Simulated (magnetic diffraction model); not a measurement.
**Ba2FeP2O8: what an assumed order does to the neutron pattern**

Space group C2/m (no. 12), a = 12.2060 Å, b = 5.2460 Å, c = 6.9640 Å, β = 103.74°.

| site | atom | x | y | z |
| --- | --- | --- | --- | --- |
| 4i | Ba | 0.6730 | 1/2 | 0.2120 |
| 2d | Fe | 0 | 1/2 | 1/2 |
| 4i | P | 0.6360 | 1/2 | 0.7040 |
| 4i | O | 0.7521 | 1/2 | 0.8309 |
| 4i | O | 0.9537 | 0 | 0.1901 |
| 8j | O | 0.6213 | 0.2394 | 0.5685 |

This is a made-up structure (elements placed in a structure type, unrelaxed), so the numbers test the method and describe no known phase.

Only Fe is taken to order (form factors of Fe2+); orders and moment sizes are assumed, and not adapted to the symmetry. Radiation: neutrons of λ = 2.567 Å, 3° to 65°; isotropic B of 0.32 Å² (Ba), 0.46 Å² (Fe), 0.47 Å² (P) and 0.46 Å² (O). The intensities are simulated: I ∝ L Σ (|F_N|² + |F_M⊥|²) for unpolarised neutrons, with F_M = 2.695 fm/μB × Σ f(s) S exp(2πi Q·r) exp(−B s²) at Q = H ± k (one set where k and −k are equivalent), only the part normal to Q counting and L = 1/(sin²θ cos θ). For collinear order S is the moment m, which repeats by lattice and centring translations R with the sign exp(−2πi k·R). Form factors are spin-only for 3d ions and dipole or tabulated for f ions, scattering lengths are Sears's of 1992, and absorption is left out. A label names one of the reflections at its angle. The strongest nuclear line in the range is 100, and lines under 0.2 are left out.

Assume the order k = (1/2 1/2 1/2), collinear moments along [010], 1.5 μB on Fe.

Q: Where does magnetic intensity appear, and how strong is it?

```
2θ (°)           index  nuclear  magnetic
 17.99  (1/2 1/2 -1/2)      0.0       1.6
 19.72   (1/2 1/2 1/2)      0.0       1.7
 21.88         (0 0 1)     84.2       0.0
 23.94  (-3/2 1/2 1/2)      0.0       1.5
 25.01         (2 0 0)      0.3       0.0
 27.79  (3/2 -1/2 1/2)      0.0       1.2
 29.16        (2 0 -1)    100.0       0.0
 31.04         (1 1 0)     27.0       0.0
 33.90  (5/2 1/2 -1/2)      0.0       0.8
 35.23  (1/2 1/2 -3/2)      0.0       0.8
 36.45        (1 1 -1)      0.7       0.0
 36.94  (-3/2 1/2 3/2)      0.0       0.7
 37.32         (2 0 1)      0.8       0.0
 38.04   (1/2 1/2 3/2)      0.0       0.7
 38.63   (5/2 1/2 1/2)      0.0       0.7
 40.06         (1 1 1)     75.4       0.0
 42.71  (5/2 1/2 -3/2)      0.0       0.5
 44.60         (0 0 2)      2.9       0.0
 44.65  (3/2 -1/2 3/2)      0.0       0.5
 45.64  (-7/2 1/2 1/2)      0.0       0.4
 45.87        (2 0 -2)     68.9       0.0
 47.98         (3 1 0)     31.9       0.0
 49.01        (3 1 -1)      4.5       0.0
 50.87        (4 0 -1)      0.3       0.0
 50.89  (7/2 -1/2 1/2)      0.0       0.3
 51.32         (4 0 0)      4.6       0.0
 51.43  (-7/2 1/2 3/2)      0.0       0.3
 52.56        (1 1 -2)     78.8       0.0
 53.95   (5/2 1/2 3/2)      0.0       0.3
 57.28  (-3/2 1/2 5/2)      0.0       0.2
 57.30         (2 0 2)      1.8       0.0
 57.40         (3 1 1)     15.9       0.0
 57.41  (1/2 1/2 -5/2)      0.0       0.2
 58.01         (1 1 2)     34.7       0.0
 58.58  (9/2 1/2 -1/2)      0.0       0.2
 58.59         (0 2 0)     28.1       0.0
 60.10        (3 1 -2)      3.0       0.0
 60.29  (5/2 1/2 -5/2)      0.0       0.2
 60.45        (4 0 -2)      7.2       0.0
 60.67   (1/2 1/2 5/2)      0.0       0.2
 61.64         (4 0 1)     42.9       0.0
 62.28  (9/2 1/2 -3/2)      0.0       0.2
 63.31         (0 2 1)     23.9       0.0
```

The strongest magnetic line in the range is (1/2 1/2 1/2) at 19.72° (1.7). On top of the Lorentz factor, which all lines share, magnetic lines fade with angle because f falls: for Fe2+ it is 0.90, 0.68, 0.45 and 0.15 at sin θ/λ = 0.1, 0.2, 0.3 and 0.5 Å⁻¹, while nuclear lengths stay constant. The order has no net moment.

[Logs are printed without paths, hosts, clocks, repeated set-up lines and the standing remarks that a program may print on its own settings, such as how far it seeks lower states.]
